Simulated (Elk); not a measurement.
# E(q) of CmAs, part 2 of 2

Aim: the energy of spin spirals in CmAs along a path of wavevectors.

Elk 11.2.3 (patched build); LDA (Perdew-Wang); all-electron APW+lo, Dirac cores, scalar-relativistic bands.

So far. Step 2 (Reference state): After 28 cycles the largest moment stands at 6.83 μB.

## (3) One pass at q = (0.25, 0, 0.25)

One diagonalisation in the potential of q = 0; by the force theorem the spiral's energy is the band energy with the smearing's entropy term, less that of a like pass at q = 0. The total energy that such a pass prints is not self-consistent and is not used.

The input, elk.in:

```
tasks
  1

xctype
  3

rgkmax
  7.0

nempty
  12

swidth
  0.001

reducebf
  0.7

epsengy
  1e-06

maxscl
  1

lmaxi
  3

spinsprl
  .true.

spinpol
  .true.

vqlss
  0.250000 0.000000 0.250000

sppath
  './'

avec
  0.00000000000 5.57563693071 5.57563693071
  5.57563693071 0.00000000000 5.57563693071
  5.57563693071 5.57563693071 0.00000000000

atoms
  2
  'Cm.in'
  1
  0.5000000000 0.5000000000 0.5000000000   -0.000750 0.000000 0.000000
  'As.in'
  1
  0.0000000000 0.0000000000 0.0000000000   0.000000 0.000000 0.000000

ngridk
  8 8 8
```

Command:

```
OMP_NUM_THREADS=8 elk
```

Numbers of over 12 decimals in the logs are rounded to 6 here.

Output:

```text
Warning(gndstate): core states of species 2 leak from the muffin-tin :   0.1423207568E-03

--- INFO.OUT ---
┌─────────────────────────┐
│ Elk code version 11.2.3 │
└─────────────────────────┘

All units are atomic (Hartree, Bohr, etc.)

┌──────────────────────────────────────────┐
│ Ground-state run resuming from STATE.OUT │
└──────────────────────────────────────────┘

Lattice vectors :
   0.000000000       5.575636931       5.575636931
   5.575636931       0.000000000       5.575636931
   5.575636931       5.575636931       0.000000000

Species : 1 (Cm)
 muffin-tin radius :    3.000000000
 atomic positions (lattice), magnetic fields (Cartesian) :
  1 :   0.00000000  0.00000000  0.00000000    0.00000000  0.00000000  0.00000000

Species : 2 (As)
 muffin-tin radius :    2.400000000
 atomic positions (lattice), magnetic fields (Cartesian) :
  1 :   0.50000000  0.50000000  0.50000000    0.00000000  0.00000000  0.00000000

Total number of atoms per unit cell :    2
Total muffin-tin volume :    171.0031713
 ratio of muffin-tin to unit cell volume :   0.4932768237

Spin treatment :
 spin-polarised
 global magnetic field (Cartesian) :    0.000000000       0.000000000       0.000000000
 non-collinear magnetisation
 spin-spiral state assumed
  q-vector (lattice)   :   0.2500000000       0.000000000      0.2500000000
  q-vector (Cartesian) :    0.000000000      0.2817250022       0.000000000
  q-vector length      :   0.2817250022

Number of Bravais lattice symmetries :    8
Number of crystal symmetries         :    8
Crystal has no inversion symmetry
Complex Hermitian eigensolver will be used

k-point grid :      8     8     8
k-point offset :    0.000000000       0.000000000       0.000000000
k-point set is reduced with full crystal symmetry group
Total number of k-points :      100

Muffin-tin radius times maximum |G+k| :    7.000000000
 using average radius
Maximum |G+k| for APW functions       :    2.592592593
Maximum (1/2)|G+k|²                   :    3.360768176
Maximum |G| for potential and density :    12.00000000
Constant for pseudocharge density :    9
 order of it for each species :   16  16
 order of it for pair densities of each species (exact exchange by exxq0 0: 16) :   12   6
Radial integration step length :    1

G-vector grid sizes :     32    32    32
Number of G-vectors :    10081

Maximum angular momentum used for
 APW functions            :    8
 outer part of muffin-tin :    6

Number of empty states         :     24
Total number of valence states :     82
Total number of core states    :     96

Third-order local-orbitals added for an l without core states : T
Total number of local-orbitals :     47

Exchange-correlation functional :      3     0     0
 Perdew-Wang/Ceperley-Alder, Phys. Rev. B 45, 13244 (1992)
 gradient requirement :    0
 local density approximation (LDA)

Smearing type :    3
 Fermi-Dirac
Smearing width :   0.1000000000E-02
Effective electronic temperature (K) :    315.7750248

Mixing type :    3
 Broyden mixing, J. Phys. A: Math. Gen. 17, L317 (1984)

Potential read in from STATE.OUT

┌──────────────────────────────┐
│ Self-consistent loop started │
└──────────────────────────────┘

┌─────────────────┐
│ Loop number : 1 │
└─────────────────┘

Reached self-consistent loops maximum

Energies :
 Fermi                       :     0.242276
 sum of occupied eigenvalues :     -21164.920015067
 electron kinetic            :      41771.893380282
 core electron kinetic       :      41393.013649391
 Coulomb                     :     -74796.842861818
 Coulomb potential           :     -62160.250322508
 nuclear-nuclear             :     -2428.0432848721
 electron-nuclear            :     -82620.793279648
 Hartree                     :      10251.993702703
 Madelung                    :     -43716.717700564
 xc potential                :     -776.11698401857
 xc effective B-field        :    -0.443815
 external B-field            :      0.000000
 exchange                    :     -570.99056850370
 correlation                 :     -13.251854756916
 electron entropic           :    -0.12438930078054E-04
 total energy                :     -33609.191917236
 (external B-field energy excluded from total)

Density of states at Fermi energy :    3.338681321
 (states/Hartree/unit cell)

Estimated indirect band gap :   0.2621923194E-02
 from k-point 100 to k-point 94
Estimated direct band gap   :   0.6874372098E-02
 at k-point 100

Charges :
 core                        :    96.00000000
 valence                     :    33.00000000
 interstitial                :    3.130085917
 muffin-tins (core leakage)
  species : 1 (Cm)
   atom 1                    :    94.24724724     (  0.3098655912E-04)
  species : 2 (As)
   atom 1                    :    31.62266684     (  0.1423207568E-03)
 total in muffin-tins        :    125.8699141
 total calculated charge     :    128.9996698
 total charge                :    129.0000000
 error                       :   0.3301878189E-03

Moments :
 interstitial                :   0.1488851190     -0.1875632647E-04  0.2507764250E-05
 muffin-tins
  species : 1 (Cm)
   atom 1                    :    6.781505586      0.1631135138E-03  0.2090715580E-04
  species : 2 (As)
   atom 1                    :  -0.5085791666E-01  0.1453122502E-05 -0.1543167647E-04
 total in muffin-tins        :    6.730647670      0.1645666363E-03  0.5475479331E-05
 total moment                :    6.879532789      0.1458103099E-03  0.7983243581E-05

┌──────────────────────────────┐
│ Self-consistent loop stopped │
└──────────────────────────────┘

Warning : core states of species 2 leak from the muffin-tin :   0.1423207568E-03
```

Run time: 2.5 s. Hardware: 8 threads of AMD EPYC 9B14 (Zen 4), shared host; peak memory 0.43 GiB.

Read from the output:

```
magnetization  : 6.880, 0, 0 μB
final state    : spiral
largest moment : 6.782 μB
```

Moments of a spiral are printed for the first cell, in the frame that turns with it; over the crystal the turning parts cancel.

By that sum this spiral lies -2.5 meV a seeded atom from q = 0.

## (4) One pass at q = (0.5, 0, 0.5)

Edit elk.in of step 3 so:

```diff
@@ -34,3 +34,3 @@
 vqlss
-  0.250000 0.000000 0.250000
+  0.500000 0.000000 0.500000
```

Command:

```
OMP_NUM_THREADS=8 elk
```

Output:

```text
Warning(gndstate): core states of species 2 leak from the muffin-tin :   0.1423207568E-03

--- INFO.OUT ---
┌─────────────────────────┐
│ Elk code version 11.2.3 │
└─────────────────────────┘

All units are atomic (Hartree, Bohr, etc.)

┌──────────────────────────────────────────┐
│ Ground-state run resuming from STATE.OUT │
└──────────────────────────────────────────┘

Lattice vectors :
   0.000000000       5.575636931       5.575636931
   5.575636931       0.000000000       5.575636931
   5.575636931       5.575636931       0.000000000
[...]
interstitial                :   0.9152292729E-01 -0.4983147507E-04 -0.4965871699E-06
 muffin-tins
  species : 1 (Cm)
   atom 1                    :    6.754579520      0.8431674667E-04 -0.5243389273E-05
  species : 2 (As)
   atom 1                    :  -0.3991426031E-01  0.2099210783E-05 -0.2532125314E-04
 total in muffin-tins        :    6.714665260      0.8641595745E-04 -0.3056464241E-04
 total moment                :    6.806188187      0.3658448238E-04 -0.3106122958E-04

┌──────────────────────────────┐
│ Self-consistent loop stopped │
└──────────────────────────────┘

Warning : core states of species 2 leak from the muffin-tin :   0.1423207568E-03

[key lines of the parts left out:]
total energy                :     -33609.193886904
```

The job ended after 2.5 s (8 threads; peak memory 0.44 GiB).

Read from the output:

```
magnetization  : 6.806, 0, 0 μB
final state    : spiral
largest moment : 6.755 μB
```

By that sum this spiral lies +5.1 meV a seeded atom from q = 0.

## (5) Self-consistent at q = (0.5, 0.5, 0.75)

Letting the density relax at each wavevector costs more and lets the moment shrink where turning it is dear.

Edit elk.in of step 4 so:

```diff
@@ -22,3 +22,3 @@
 maxscl
-  1
+  150
 
@@ -34,3 +34,3 @@
 vqlss
-  0.500000 0.000000 0.500000
+  0.500000 0.500000 0.750000
```

Command:

```
OMP_NUM_THREADS=8 elk
```

Output:

```text
Warning(gndstate): core states of species 2 leak from the muffin-tin :   0.1423290845E-03

--- INFO.OUT ---
┌─────────────────────────┐
│ Elk code version 11.2.3 │
└─────────────────────────┘

All units are atomic (Hartree, Bohr, etc.)

┌──────────────────────────────────────────┐
│ Ground-state run resuming from STATE.OUT │
└──────────────────────────────────────────┘

Lattice vectors :
   0.000000000       5.575636931       5.575636931
   5.575636931       0.000000000       5.575636931
   5.575636931       5.575636931       0.000000000

Species : 1 (Cm)
 muffin-tin radius :    3.000000000
 atomic positions (lattice), magnetic fields (Cartesian) :
  1 :   0.00000000  0.00000000  0.00000000    0.00000000  0.00000000  0.00000000

Species : 2 (As)
 muffin-tin radius :    2.400000000
 atomic positions (lattice), magnetic fields (Cartesian) :
  1 :   0.50000000  0.50000000  0.50000000    0.00000000  0.00000000  0.00000000

Total number of atoms per unit cell :    2
Total muffin-tin volume :    171.0031713
 ratio of muffin-tin to unit cell volume :   0.4932768237

Spin treatment :
 spin-polarised
 global magnetic field (Cartesian) :    0.000000000       0.000000000       0.000000000
 non-collinear magnetisation
 spin-spiral state assumed
  q-vector (lattice)   :   0.5000000000      0.5000000000      0.7500000000
  q-vector (Cartesian) :   0.4225875034      0.4225875034      0.1408625011
  q-vector length      :   0.6140054073

Number of Bravais lattice symmetries :    2
Number of crystal symmetries         :    2
Crystal has no inversion symmetry
Complex Hermitian eigensolver will be used

k-point grid :      8     8     8
k-point offset :    0.000000000       0.000000000       0.000000000
k-point set is reduced with full crystal symmetry group
Total number of k-points :      288

Muffin-tin radius times maximum |G+k| :    7.000000000
 using average radius
Maximum |G+k| for APW functions       :    2.592592593
Maximum (1/2)|G+k|²                   :    3.360768176
Maximum |G| for potential and density :    12.00000000
Constant for pseudocharge density :    9
 order of it for each species :   16  16
 order of it for pair densities of each species (exact exchange by exxq0 0: 16) :   12   6
Radial integration step length :    1

G-vector grid sizes :     32    32    32
Number of G-vectors :    10081

Maximum angular momentum used for
 APW functions            :    8
 outer part of muffin-tin :    6

Number of empty states         :     24
Total number of valence states :     82
Total number of core states    :     96

Third-order local-orbitals added for an l without core states : T
Total number of local-orbitals :     47

Exchange-correlation functional :      3     0     0
 Perdew-Wang/Ceperley-Alder, Phys. Rev. B 45, 13244 (1992)
 gradient requirement :    0
 local density approximation (LDA)

Smearing type :    3
 Fermi-Dirac
Smearing width :   0.1000000000E-02
Effective electronic temperature (K) :    315.7750248

Mixing type :    3
 Broyden mixing, J. Phys. A: Math. Gen. 17, L317 (1984)

Potential read in from STATE.OUT

┌──────────────────────────────┐
│ Self-consistent loop started │
└──────────────────────────────┘

[... earlier loops left out ...]

┌──────────────────┐
│ Loop number : 14 │
└──────────────────┘

Energies :
 Fermi                       :     0.235264
 sum of occupied eigenvalues :     -21164.679029539
 electron kinetic            :      41771.669789507
 core electron kinetic       :      41392.979516181
 Coulomb                     :     -74796.625289252
 Coulomb potential           :     -62160.624776711
 nuclear-nuclear             :     -2428.0432848721
 electron-nuclear            :     -82619.981769594
 Hartree                     :      10251.399765214
 Madelung                    :     -43716.312900896
 xc potential                :     -775.28174764723
 xc effective B-field        :    -0.442295
 external B-field            :      0.000000
 exchange                    :     -570.97866083971
 correlation                 :     -13.251783876277
 electron entropic           :    -0.31022330365638E-04
 total energy                :     -33609.185975483
 (external B-field energy excluded from total)

Density of states at Fermi energy :    8.901212554
 (states/Hartree/unit cell)

Estimated indirect band gap :   0.7688388873E-03
 from k-point 176 to k-point 117
Estimated direct band gap   :   0.4564387580E-02
 at k-point 117

Charges :
 core                        :    96.00000000
 valence                     :    33.00000000
 interstitial                :    3.133829012
 muffin-tins (core leakage)
  species : 1 (Cm)
   atom 1                    :    94.23878285     (  0.3111225817E-04)
  species : 2 (As)
   atom 1                    :    31.62738814     (  0.1423290845E-03)
 total in muffin-tins        :    125.8661710
 total calculated charge     :    128.9996768
 total charge                :    129.0000000
 error                       :   0.3231533632E-03

Moments :
 interstitial                :   0.6188540840E-01 -0.5181922993E-04 -0.1133259834E-04
 muffin-tins
  species : 1 (Cm)
   atom 1                    :    6.760832861      0.5399738935E-03 -0.2270528970E-03
  species : 2 (As)
   atom 1                    :   0.2052626958E-01  0.6831707336E-04 -0.1147157532E-05
 total in muffin-tins        :    6.781359130      0.6082909669E-03 -0.2282000546E-03
 total moment                :    6.843244539      0.5564717369E-03 -0.2395326529E-03

┌──────────────────────────────┐
│ Self-consistent loop stopped │
└──────────────────────────────┘

Warning : core states of species 2 leak from the muffin-tin :   0.1423290845E-03

Wrote STATE.OUT
```

Elapsed: 73 s, on 8 threads; peak memory 0.54 GiB; 9 min of CPU time.

Numbers from this step:

* magnetization: 6.843, 5.56e-4, 0 μB
* final state: spiral
* largest moment: 6.761 μB

It lies 5.96 meV a seeded atom from q = 0, with a moment of 6.76 μB against 6.83 μB.

## (6) Self-consistent at q = (0, 0, 0)

Edit elk.in of step 5 so:

```diff
@@ -34,3 +34,3 @@
 vqlss
-  0.500000 0.500000 0.750000
+  0.000000 0.000000 0.000000
```

Command:

```
OMP_NUM_THREADS=8 elk
```

Output:

```text
Warning(gndstate): core states of species 2 leak from the muffin-tin :   0.1423207572E-03

--- INFO.OUT ---
┌─────────────────────────┐
│ Elk code version 11.2.3 │
└─────────────────────────┘

All units are atomic (Hartree, Bohr, etc.)

┌──────────────────────────────────────────┐
│ Ground-state run resuming from STATE.OUT │
└──────────────────────────────────────────┘

Lattice vectors :
   0.000000000       5.575636931       5.575636931
   5.575636931       0.000000000       5.575636931
   5.575636931       5.575636931       0.000000000
[...]
muffin-tins
  species : 1 (Cm)
   atom 1                    :    6.829889473      0.2381127666E-03 -0.1011641640E-04
  species : 2 (As)
   atom 1                    :  -0.6154959613E-01  0.1464254111E-04  0.8624150722E-05
 total in muffin-tins        :    6.768339877      0.2527553078E-03 -0.1492265676E-05
 total moment                :    6.963383634      0.2635370461E-03 -0.1325230297E-04

┌──────────────────────────────┐
│ Self-consistent loop stopped │
└──────────────────────────────┘

Warning : core states of species 2 leak from the muffin-tin :   0.1423207572E-03

Wrote STATE.OUT

[key lines of the parts left out:]
total energy                :     -33609.186194411
```

Run time: 2.9 s. Hardware: 8 threads; peak memory 0.44 GiB; 16 s of CPU time.

This step gave:

| Property | Result |
| --- | --- |
| magnetization | 6.963, 0, 0 μB |
| final state | ferromagnetic |
| largest moment | 6.830 μB |

It lies 0.00332 meV a seeded atom from q = 0, with a moment of 6.83 μB against 6.83 μB.

## (7) An attempt with other settings

An input with a fault is tried, to see how the program answers.

The input, elk.in:

```
tasks
  1

xctype
  3

rgkmax
  7.0

nempty
  12

swidth
  0.001

reducebf
  0.7

epsengy
  1e-06

maxscl
  60

lmaxi
  3

spinsprl
  .true.

spinpol
  .true.

vqlss
  0.500000 0.250000 0.500000

sppath
  './'

avec
  0.00000000000 5.57563693071 5.57563693071
  5.57563693071 0.00000000000 5.57563693071
  5.57563693071 5.57563693071 0.00000000000

atoms
  2
  'Cm.in'
  1
  0.5000000000 0.5000000000 0.5000000000   -0.750000 0.000000 0.000000
  'As.in'
  1
  0.0000000000 0.0000000000 0.0000000000   0.000000 0.000000 0.000000

ngridk
  8 8 8
```

Command:

```
OMP_NUM_THREADS=8 elk
```

Output:

```text
┌─────────────────────────────────┐
│ Elk code version 11.2.3 started │
└─────────────────────────────────┘

┌──────────────────┐
│ Current task : 1 │
└──────────────────┘

Info(findsymcrys): atomic basis shift (lattice) :
  0.5000000000      0.5000000000      0.5000000000
See GEOMETRY.OUT for new atomic positions

Error(readstate): error opening STATE.OUT
```

Run time: 0.31 s. Hardware: 8 threads; peak memory 0.06 GiB.

The input was rejected at the start.

The program's message: “Error(readstate): error opening STATE.OUT”

The fault put into the input: a continued run without STATE.OUT.

Task 1 goes on from a saved state; a fresh run is task 0.

## (8) The whole path

Wavevectors, in fractions of the reciprocal vectors: (0, 0, 0); (0.25, 0, 0.25); (0.5, 0, 0.5); (0.5, 0.25, 0.5); (0.5, 0.5, 0.75); (0.25, 0.25, 0.5); (0, 0, 0). The path runs through Γ, X, near U, near K, Γ.

The energy less that at q = 0 by path; values in meV a seeded atom:

```csv
path (Å⁻¹),frozen potential,self-consistent
0.00,0,0
0.53,-2.47,-3.98
1.06,5.15,-2.50
1.53,12.5,6.00
2.06,18.2,5.96
2.52,11.4,7.21
3.27,0,0.00332
```

Moment, largest sphere moment against path:

```csv
path (Å⁻¹),"moment, largest sphere moment (μB)"
0.00,6.83
0.53,6.78
1.06,6.76
1.53,6.76
2.06,6.76
2.52,6.77
3.27,6.83
```

## (9) What came out

| Item | Value |
| --- | --- |
| lowest point | (0.25, 0, 0.25), -3.98 meV a seeded atom (self-consistent) |
| highest point | (0.25, 0.25, 0.5), 7.21 meV a seeded atom |
| CPU time a point, one pass and self-consistent | 22 s and 5.2 min |

What this shows: A spiral at (0.25, 0, 0.25) lies 4.0 meV under the state at q = 0; the true minimum can lie between the points or off the path. One pass misses the self-consistent energies by up to 12 meV (170 % of the largest) at 7.0 % of the CPU time a point. The moment changes by 1.1 % along the path. The force theorem is exact for small turns only; a flat spiral at large q turns neighbours far. The mesh is the same for all points and was not tested: differences of a few meV, and of some ten in a metal, can be noise. Open f shells have many stationary orbital fillings, so the state need not be the lowest, and spin-only moments miss the orbital part.

[Logs and program files are shortened in this print: banners, set-up blocks, solver, clock and traceback lines can be left out without a mark of their own.]

[Logs are printed without paths, hosts, clocks, repeated set-up lines and the standing remarks that a program may print on its own settings, such as how far it seeks lower states.]

[Hosts, paths, dates, database ids (printed as entryN), source tags and the programs' standing remarks are cut or masked in the printed files.]

[Where a cell is said to come from a database of computed structures, the database is the Materials Project.]
